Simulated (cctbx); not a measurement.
# La3Al4Sn3Os2: precision against data quality

Space group Cmmm (no. 65), a = 4.4510 Å, b = 26.8210 Å, c = 4.4680 Å, α = 90.00°, β = 90.00°, γ = 90.00°.

| atom | mult. | x | y | z | Ueq (Å²) |
| --- | --- | --- | --- | --- | --- |
| Os1 | 4 | 0 | 0.6264 | 1/2 | 0.0045 |
| La1 | 2 | 1/2 | 0 | 1/2 | 0.0051 |
| La2 | 4 | 0 | 0.8164 | 0 | 0.0031 |
| Sn1 | 4 | 0 | 0.7170 | 1/2 | 0.0074 |
| Sn2 | 2 | 0 | 0 | 0 | 0.0055 |
| Al1 | 4 | 0 | 0.5903 | 0 | 0.0059 |
| Al2 | 4 | 0 | 0.9112 | 1/2 | 0.0060 |

The model was made for the exercise: a known structure type with other elements put in, its volume estimated, not relaxed; displacement parameters are assumed.

Five simulated data sets (cctbx; Ag Kα, λ = 0.56087 Å; 4 % proportional error) differ in resolution or exposure (noise floor 8 counts in the first three, 8 in the last two). Each is refined with the right model, isotropic at 1.1 Å and anisotropic otherwise. How do the figures of merit and the uncertainties move?

| d min (Å) | top counts | ⟨I/σ⟩ (unmerged, absences included) | unique | param. (scale apart) | Rint | R1 | GooF | largest s.u. xyz (fractional) | s.u. U of Al1 (Å²) | largest error (Å) |
| --- | --- | --- | --- | --- | --- | --- | --- | --- | --- | --- |
| 1.1 | 40000 | 9.1 | 146 | 12 | 0.030 | 0.0158 | 1.44 | 0.00018 | 0.0014 | 0.0032 |
| 0.84 | 40000 | 8.5 | 310 | 26 | 0.032 | 0.0103 | 0.94 | 0.00008 | 0.0010 | 0.0013 |
| 0.6 | 40000 | 7.4 | 795 | 26 | 0.034 | 0.0122 | 0.94 | 0.00005 | 0.0004 | 0.0011 |
| 0.75 | 300 | 0.7 | 418 | 26 | 0.358 | 0.0794 | 0.93 | 0.00125 | 0.0117 | 0.0587 |
| 0.75 | 3000 | 3.5 | 418 | 26 | 0.071 | 0.0265 | 0.93 | 0.00021 | 0.0024 | 0.0123 |

GooF reaches 1.44 where the model lacks something that the data hold (anisotropy at the isotropic level, for one). The s.u. of U for Al1 goes 0.0014, 0.0010, 0.0004 Å² with resolution and 0.0117, 0.0024 Å² with exposure.

The 1.1 Å row also differs in its displacement model, so it isn't a clean test of resolution.

Hardware for the 0.6 Å refinement: 0.67 s on 1 thread of Arm Neoverse V1 (shared host), peak memory 0.09 GiB.
